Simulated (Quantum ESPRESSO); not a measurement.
# Collinear magnetic orders of GeRh with Quantum ESPRESSO, part 2 of 2

Wanted: the moments of GeRh and the energy of each order that was tried.

Quantum ESPRESSO 7.5; PBEsol; plane waves with GBRV 1.5 PBEsol potentials, no spin-orbit coupling.

So far: The structure; Run 1, typed as ferro ++++.

### Step 3. Run 2 (antiferro ++−−)

Contents of pw.in:

```
&CONTROL
  calculation = 'scf'
  prefix = 'pwscf'
  outdir = './tmp'
  pseudo_dir = './pseudo'
  disk_io = 'nowf'
/
&SYSTEM
  ibrav = 0
  nat = 8
  ntyp = 3
  ecutwfc = 40
  ecutrho = 280
  nbnd = 72
  occupations = 'smearing'
  smearing = 'fd'
  degauss = 0.00734986
  nspin = 2
  starting_magnetization(1) = 0
  starting_magnetization(2) = 0.0667
  starting_magnetization(3) = -0.0667
/
&ELECTRONS
  conv_thr = 1.6d-08
  electron_maxstep = 150
  mixing_beta = 0.3
/
ATOMIC_SPECIES
Ge     72.6300 ge_pbesol_v1.4.uspp.F.UPF
Rh1   102.9055 rh_pbesol_v1.4.uspp.F.UPF
Rh2   102.9055 rh_pbesol_v1.4.uspp.F.UPF
CELL_PARAMETERS angstrom
   4.9083890300    0.0000000000    0.0000000000
   0.0000000000    4.9083890300    0.0000000000
   0.0000000000    0.0000000000    4.9083890300
ATOMIC_POSITIONS crystal
Ge      0.1662818700    0.3337181300    0.6662818700
Ge      0.3337181300    0.6662818700    0.1662818700
Ge      0.6662818700    0.1662818700    0.3337181300
Ge      0.8337181300    0.8337181300    0.8337181300
Rh1     0.8822094400    0.6177905600    0.3822094400
Rh1     0.6177905600    0.3822094400    0.8822094400
Rh2     0.3822094400    0.8822094400    0.6177905600
Rh2     0.1177905600    0.1177905600    0.1177905600
K_POINTS automatic
6 6 6 0 0 0
```

Started as:

```console
$ OMP_NUM_THREADS=1 mpirun -n 4 pw.x -nk 4 -in pw.in > pw.out
```

Output:

```text
[banner, memory and clock lines left out]
Program PWSCF v.7.5 starts

     Message from routine setup:
     using ibrav=0 with symmetry is DISCOURAGED, use correct ibrav instead

     bravais-lattice index     =            0
     lattice parameter (alat)  =       9.2755  a.u.
     unit-cell volume          =     798.0196 (a.u.)^3
     number of atoms/cell      =            8
     number of atomic types    =            3
     number of electrons       =       116.00
     number of Kohn-Sham states=           72
     kinetic-energy cutoff     =      40.0000  Ry
     charge density cutoff     =     280.0000  Ry
     scf convergence threshold =      1.6E-08
     mixing beta               =       0.3000
     number of iterations used =            8  plain     mixing
     Exchange-correlation= SLA  PW   PSX  PSC
                           (   1   4  10   8   0   0   0)

     celldm(1)=   9.275511  celldm(2)=   0.000000  celldm(3)=   0.000000
     celldm(4)=   0.000000  celldm(5)=   0.000000  celldm(6)=   0.000000

     crystal axes: (cart. coord. in units of alat)
               a(1) = (   1.000000   0.000000   0.000000 )
               a(2) = (   0.000000   1.000000   0.000000 )
               a(3) = (   0.000000   0.000000   1.000000 )

     reciprocal axes: (cart. coord. in units 2 pi/alat)
               b(1) = (  1.000000  0.000000  0.000000 )
               b(2) = (  0.000000  1.000000  0.000000 )
               b(3) = (  0.000000  0.000000  1.000000 )

     PseudoPot. # 1 for Ge read from file:
     ge_pbesol_v1.4.uspp.F.UPF
     Pseudo is Ultrasoft + core correction, Zval = 14.0

     PseudoPot. # 2 for Rh read from file:
     rh_pbesol_v1.4.uspp.F.UPF
     Pseudo is Ultrasoft + core correction, Zval = 15.0

     PseudoPot. # 3 for Rh read from file:
     rh_pbesol_v1.4.uspp.F.UPF
     Pseudo is Ultrasoft + core correction, Zval = 15.0

     atomic species   valence    mass     pseudopotential
     Ge               14.00    72.63000     Ge( 1.00)
     Rh1              15.00   102.90550     Rh( 1.00)
     Rh2              15.00   102.90550     Rh( 1.00)

     Starting magnetic structure
     atomic species   magnetization
     Ge              0.000
     Rh1             0.067
     Rh2            -0.067

      2 Sym. Ops. (no inversion) found ( 1 have fractional translation)

   Cartesian axes

     site n.     atom                  positions (alat units)
         1        Ge     tau(   1) = (   0.1662819   0.3337181   0.6662819  )
         2        Ge     tau(   2) = (   0.3337181   0.6662819   0.1662819  )
         3        Ge     tau(   3) = (   0.6662819   0.1662819   0.3337181  )
         4        Ge     tau(   4) = (   0.8337181   0.8337181   0.8337181  )
         5        Rh1    tau(   5) = (   0.8822094   0.6177906   0.3822094  )
         6        Rh1    tau(   6) = (   0.6177906   0.3822094   0.8822094  )
         7        Rh2    tau(   7) = (   0.3822094   0.8822094   0.6177906  )
         8        Rh2    tau(   8) = (   0.1177906   0.1177906   0.1177906  )

     number of k points=    80  Fermi-Dirac smearing, width (Ry)=  0.0073
                       cart. coord. in units 2pi/alat
        k(    1) = (   0.0000000   0.0000000   0.0000000), wk =   0.0046296
        k(    2) = (   0.0000000   0.0000000   0.1666667), wk =   0.0092593
        k(    3) = (   0.0000000   0.0000000   0.3333333), wk =   0.0092593
        k(    4) = (   0.0000000   0.0000000  -0.5000000), wk =   0.0046296
        k(    5) = (   0.0000000   0.1666667   0.1666667), wk =   0.0185185
        [... 75 further k-points ...]

     Dense  grid:    63077 G-vectors     FFT dimensions: (  50,  50,  50)

     Smooth grid:    27201 G-vectors     FFT dimensions: (  40,  40,  40)

     Generating pointlists ...
     new r_m :   0.2030 (alat units)  1.8826 (a.u.) for type    1
     new r_m :   0.2030 (alat units)  1.8826 (a.u.) for type    2
     new r_m :   0.2030 (alat units)  1.8826 (a.u.) for type    3

     Initial potential from superposition of free atoms

     starting charge     113.9964, renormalised to     116.0000

     negative rho (up, down):  1.125E-01 1.125E-01
     Starting wfcs are   84 randomized atomic wfcs

     Self-consistent Calculation

     iteration #  1     ecut=    40.00 Ry     beta= 0.30
     Davidson diagonalization with overlap
     ethr =  1.00E-02,  avg # of iterations =  2.6

     Threshold (ethr) on eigenvalues was too large:
     Diagonalizing with lowered threshold

     Davidson diagonalization with overlap
     ethr =  9.91E-04,  avg # of iterations =  1.0

     negative rho (up, down):  1.138E-01 1.138E-01

     total energy              =   -1537.69064934 Ry
     estimated scf accuracy    <       1.17718265 Ry

     total magnetization       =    -0.00 Bohr mag/cell
     absolute magnetization    =     1.15 Bohr mag/cell

     iteration #  2     ecut=    40.00 Ry     beta= 0.30
     Davidson diagonalization with overlap
     ethr =  1.01E-03,  avg # of iterations =  2.0

     negative rho (up, down):  1.144E-01 1.144E-01

     total energy              =   -1537.69979066 Ry
     estimated scf accuracy    <       0.23592466 Ry

     total magnetization       =     0.00 Bohr mag/cell
     absolute magnetization    =     0.87 Bohr mag/cell

     [... further iterations left out ...]

     iteration # 11     ecut=    40.00 Ry     beta= 0.30
     Davidson diagonalization with overlap
     ethr =  3.73E-10,  avg # of iterations =  2.0

     negative rho (up, down):  1.156E-01 1.156E-01

     total energy              =   -1537.72936662 Ry
     estimated scf accuracy    <       0.00000003 Ry

     total magnetization       =     0.00 Bohr mag/cell
     absolute magnetization    =     0.00 Bohr mag/cell

     iteration # 12     ecut=    40.00 Ry     beta= 0.30
     Davidson diagonalization with overlap
     ethr =  2.53E-11,  avg # of iterations =  2.0

     negative rho (up, down):  1.156E-01 1.156E-01

     Magnetic moment per site  (integrated on atomic sphere of radius R)
     atom   1 (R=0.203)  charge= 11.7291  magn=  0.0000
     atom   2 (R=0.203)  charge= 11.7291  magn=  0.0000
     atom   3 (R=0.203)  charge= 11.7291  magn= -0.0000
     atom   4 (R=0.203)  charge= 11.7291  magn= -0.0000
     atom   5 (R=0.203)  charge= 12.4413  magn=  0.0000
     atom   6 (R=0.203)  charge= 12.4413  magn=  0.0000
     atom   7 (R=0.203)  charge= 12.4413  magn= -0.0000
     atom   8 (R=0.203)  charge= 12.4413  magn= -0.0000

     End of self-consistent calculation

     Number of k-points >= 100: set verbosity='high' to print the bands.

     the Fermi energy is    17.1422 ev

!    total energy              =   -1537.72936664 Ry
     estimated scf accuracy    <          8.2E-09 Ry
     smearing contrib. (-TS)   =      -0.00498429 Ry
     internal energy E=F+TS    =   -1537.72438235 Ry

     The total energy is F=E-TS. E is the sum of the following terms:
     one-electron contribution =    -531.50601390 Ry
     hartree contribution      =     380.28328028 Ry
     xc contribution           =    -350.45356790 Ry
     ewald contribution        =   -1036.04808084 Ry

     total magnetization       =     0.00 Bohr mag/cell
     absolute magnetization    =     0.00 Bohr mag/cell

     convergence has been achieved in  12 iterations
```

Run time: 3.8 min. Hardware: 4 MPI ranks of Arm Neoverse V2, shared host; peak memory 1.3 GiB; 15 min of CPU time.

The spin moment in the atom's sphere vanishes on all atoms.

This step gave:

| Item | Value |
| --- | --- |
| smearing term TS | 0.06781 eV |
| magnetization | 0 μB |
| absolute magnetization | 0 μB |
| final state | non-magnetic |

### Step 4. Start 3: ferri +++−

Edit pw.in of step 3 so:

```diff
@@ -13,3 +13,3 @@
   ecutrho = 280
-  nbnd = 72
+  nbnd = 73
   occupations = 'smearing'
@@ -42,3 +42,3 @@
 Rh1     0.6177905600    0.3822094400    0.8822094400
-Rh2     0.3822094400    0.8822094400    0.6177905600
+Rh1     0.3822094400    0.8822094400    0.6177905600
 Rh2     0.1177905600    0.1177905600    0.1177905600
```

Output:

```text
     [... lines left out ...]
Program PWSCF v.7.5 starts
     [... lines left out ...]
     number of atoms/cell      =            8
     [... lines left out ...]
     number of electrons       =       116.00
     number of Kohn-Sham states=           73
     kinetic-energy cutoff     =      40.0000  Ry
     charge density cutoff     =     280.0000  Ry
     scf convergence threshold =      1.6E-08
     [... lines left out ...]
      3 Sym. Ops. (no inversion) found
     [... lines left out ...]
     number of k points=    40  Fermi-Dirac smearing, width (Ry)=  0.0073
     [... lines left out ...]
     iteration # 12     ecut=    40.00 Ry     beta= 0.30
     [... lines left out ...]
     Magnetic moment per site  (integrated on atomic sphere of radius R)
     atom   1 (R=0.203)  charge= 11.7291  magn=  0.0000
     atom   2 (R=0.203)  charge= 11.7291  magn=  0.0000
     atom   3 (R=0.203)  charge= 11.7291  magn=  0.0000
     atom   4 (R=0.203)  charge= 11.7291  magn= -0.0000
     atom   5 (R=0.203)  charge= 12.4412  magn=  0.0000
     atom   6 (R=0.203)  charge= 12.4412  magn=  0.0000
     atom   7 (R=0.203)  charge= 12.4412  magn=  0.0000
     atom   8 (R=0.203)  charge= 12.4413  magn= -0.0002
     [... lines left out ...]
     the Fermi energy is    17.1422 ev
!    total energy              =   -1537.72936664 Ry
     estimated scf accuracy    <          5.0E-09 Ry
     smearing contrib. (-TS)   =      -0.00498440 Ry
     [... lines left out ...]
     total magnetization       =    -0.00 Bohr mag/cell
     absolute magnetization    =     0.00 Bohr mag/cell
     convergence has been achieved in  12 iterations
```

It took 2 min on 4 MPI ranks; peak memory 1 GiB.

Spin moment in the atom's sphere by atom:

```tsv
atom	spin moment in the atom's sphere (μB)
Ge1	0.0000
Ge2	0.0000
Ge3	0.0000
Ge4	0.0000
Rh5	0.0000
Rh6	0.0000
Rh7	0.0000
Rh8	-0.0002
```

Read from the output:

```yaml
smearing_term_ts: 0.06782 eV
magnetization: 0 μB
absolute_magnetization: 0 μB
final_state: non-magnetic
```

### Step 5. Ranking

An order is kept where moments of 0.15 μB or more survive with the typed signs; meshes match where a doubled cell samples the same k points as the first cell.

Orders:

```tsv
start	final state	typed order kept	energy over the lowest (meV a seeded atom)	largest site moment (μB)	net moment (μB a cell of the first run)	mesh matched	CPU time (s)
ferro ++++	non-magnetic	no	0	0	0	yes	258.2
antiferro ++--	non-magnetic	no	0	0	0	yes	901
ferri +++-	non-magnetic	no	0	0	0	yes	475.1
```

### Step 6. What came out

```
lowest state found  : non-magnetic (from ferro ++++, antiferro ++-- and ferri +++-)
largest site moment : 0 μB
```

What this shows: The lowest state carries no moment, and no start kept one. This is the lowest of 3 collinear or spinless starts, no proof of the ground state. Energies are free energies at an electronic temperature of 1160 K, which lowers moments and differences where the moments are itinerant.

[Logs and program files are shortened in this print: banners, set-up blocks, solver, clock and traceback lines can be left out without a mark of their own.]

[Logs are printed without paths, hosts, clocks, repeated set-up lines and the standing remarks that a program may print on its own settings, such as how far it seeks lower states.]

[Hosts, paths, dates, database ids (printed as entryN), source tags and the programs' standing remarks are cut or masked in the printed files.]

[Where a cell is said to come from a database of computed structures, the database is the Materials Project.]
